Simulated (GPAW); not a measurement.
Two runs for the Pd L₃ edge of atom 1 in Pd (Palladium, Fm-3m). Run A: GPAW, LDA, excited-electron core hole (neutral cell), 8-atom cell with 5.5 Å between holes, 6×6×6 k points, dipole transitions, Gaussian full width 2.25 eV up to 4 eV, rising linearly to 3.5 eV at 25 eV. Run B differs in one choice.

Energy from the lowest empty level; intensity scaled to a mean of 1 over the first 20 eV:

```csv
E (eV),A,B
-2.0,0.01,0.01
-1.4,0.04,0.04
-0.8,0.12,0.12
-0.2,0.28,0.28
0.4,0.48,0.48
1.0,0.66,0.65
1.6,0.77,0.75
2.2,0.80,0.80
2.8,0.79,0.80
3.4,0.76,0.77
4.0,0.74,0.74
4.6,0.70,0.71
5.2,0.66,0.67
5.8,0.67,0.62
6.4,0.75,0.62
7.0,0.87,0.70
7.6,0.96,0.84
8.2,0.99,0.95
8.8,0.98,0.99
9.4,0.99,0.98
10.0,1.06,0.97
10.6,1.17,1.02
11.2,1.27,1.14
11.8,1.34,1.27
12.4,1.36,1.37
13.0,1.37,1.42
13.6,1.37,1.44
14.2,1.36,1.44
14.8,1.34,1.44
15.4,1.31,1.43
16.0,1.27,1.40
16.6,1.20,1.36
17.2,1.11,1.28
17.8,1.02,1.17
18.4,0.95,1.04
19.0,0.94,0.92
19.6,1.00,0.85
20.2,1.10,0.86
20.8,1.20,0.95
21.4,1.24,1.08
22.0,1.19,1.18
22.6,1.07,1.22
23.2,0.94,1.17
23.8,0.85,1.06
24.4,0.85,0.92
25.0,0.93,0.83
25.6,1.08,0.81
26.2,1.25,0.88
26.8,1.40,1.01
27.4,1.50,1.18
28.0,1.54,1.34
28.6,1.53,1.44
29.2,1.47,1.49
29.8,1.37,1.49
30.4,1.25,1.44
31.0,1.12,1.35
31.6,1.00,1.24
```

Question: What was changed?
a) the plane-wave cutoff
b) the size of the supercell
c) the volume of the cell
d) the k mesh of the spectrum

(c): run B changes the volume scale from 1 to 0.91. The scaled spectrum changes by 13 % r.m.s. A shift of +0.8 eV leaves 9 %. The highest intensity below 24 eV goes from 13.2 eV (1.37) to 14.2 eV (1.44). Other settings could leave a like mark; this is the one that was changed.

[Banner, clock and machine lines of the logs are left out without a mark of their own.]

[Logs are printed without paths, hosts, clocks, repeated set-up lines and the standing remarks that a program may print on its own settings, such as how far it seeks lower states.]

[Hosts, paths, dates, database ids (printed as entryN), source tags and the programs' standing remarks are cut or masked in the printed files.]

[Lists of maxima count a maximum above −3 eV only where it reaches 4 % of the highest in the window and stands out from its surroundings by 2 % of it (1.5 % where it reaches 55 %); shoulders and weaker maxima are passed over, and of the rest the first, up to two pre-edge ones and the few strongest are named.]
